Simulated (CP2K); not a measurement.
Consider 1,3,5-trifluorobenzene at its PBE geometry (Å).

```xyz
12

F    -0.1155    2.7313    0.0909
C    -0.0703    1.3685    0.0429
C     1.1851    0.7693    0.0395
C     1.2125   -0.6201   -0.0017
F     2.4199   -1.2401    0.0008
C     0.0698   -1.4111   -0.0429
C    -1.1505   -0.7440   -0.0430
F    -2.2799   -1.5061   -0.0893
C    -1.2645    0.6469    0.0027
H     2.0979    1.3585    0.0679
H     0.1272   -2.4957   -0.0747
H    -2.2316    1.1426    0.0068
```

Method: CP2K XAS_TDP, all-electron GAPW, PBEh(45%), aug-cc-pVDZ, TDA, no relativity.

**Question.** Predict the bright core excitations at the F K edge.

Leading lines: F1 683.52 eV. The leading line of an atom is its first one with 35 % of the strongest within 2.5 eV of its lowest line over the strength cut. 

The first six lines of each atom with a strength over 0.0015:

```
                     atom  energy (eV)  states  strength, one atom
F1 (bonded to C), 3 alike       683.33       1              0.0079
                                683.52       1              0.0318
                                685.05       1              0.0048
                                685.81       1              0.0015
                                686.50       1              0.0017
                                687.18       1              0.0038
```

Lines are vertical, at one geometry, with no vibrational structure. Without a correction of the core level, line positions, and the gaps between valence and Rydberg lines, follow the share of exact exchange. These values hold no scalar relativity, about 0.7 eV for F 1s. Rydberg lines, and the discretised continuum above threshold, depend on the basis and the box.

[Banner, clock and machine lines of the logs are left out without a mark of their own.]

[Logs are printed without paths, hosts, clocks, repeated set-up lines and the standing remarks that a program may print on its own settings, such as how far it seeks lower states.]

[Hosts, paths, dates, database ids (printed as entryN), source tags and the programs' standing remarks are cut or masked in the printed files.]
